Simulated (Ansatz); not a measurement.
**KMgF3 (Pm-3m): refractive index against wavelength**

The refractive index of KMgF3 (Pm-3m) below the direct gap (8.58 eV on the mesh) is read from one computed spectrum, n = √(Re ε).

Cell: a, b, c = 3.986, 3.986, 3.986 Å (primitive vectors), 5 atoms.

Method: Ansatz 0.2.0, r2SCAN, independent particles, k-mesh 6×6×6 with interpolation inside its cells, Gaussian parameter 0.1 eV.

Launch of the response step: `ansatz run input.yaml --threads 4 --pin off --max-ram 8192MiB --backend cpu --events-out ev --progress --plain --runs-dir out`. The run took 24 s, on 4 threads of Intel(R) Xeon(R) Processor @ 2.50GHz (Skylake/Cascade Lake) (shared host).

| wavelength (nm) | photon energy E (eV) | n |
| --- | --- | --- |
| 532 | 2.331 | 1.4436 |
| 450 | 2.755 | 1.4468 |
| 405 | 3.061 | 1.4495 |
| 365 | 3.397 | 1.4528 |
| 308 | 4.025 | 1.4602 |
| 266 | 4.661 | 1.4696 |
| 248 | 4.999 | ? |

In the single-oscillator model n² − 1 = E₀E_d/(E₀² − E²), so 1/(n² − 1) = E₀/E_d − E²/(E₀E_d) is linear in E².

Working, on the rows shown:

| x = E² (eV²) | y = 1/(n² − 1) |
| --- | --- |
| 5.43137 | 0.922525 |
| 7.59115 | 0.91472 |
| 9.37179 | 0.908224 |
| 11.5384 | 0.900392 |
| 16.2043 | 0.883249 |
| 21.7255 | 0.862274 |

Means: x̄ = 11.977, ȳ = 0.89856. Σ(x − x̄)(y − ȳ) = -0.6722, Σ(x − x̄)² = 182. Slope = -0.6722 / 182 = -0.003694; intercept = ȳ − slope · x̄ = 0.94281. Turned back into n, the line misses the rows shown by at most 0.00013.

Q: Fill in the last column of the withheld row.

A: At x = 24.994 the line gives y = 0.85048, that is 1.4751. The run gave 1.4755, so the extrapolation is off by 0.00044, 1.4 % of the range in the table.

Refitted with all rows, the slope is -0.003726 and the intercept 0.94312. These give E₀ = √(intercept/−slope) = 15.91 eV and E_d = E₀/intercept = 16.9 eV; E₀ is 1.9 times the direct gap. The electronic limit at long wavelengths, without lattice vibrations, is n = √(1 + 1/intercept) = 1.435. Excitons are left out and so are local fields; r2SCAN gaps are as a rule too small.
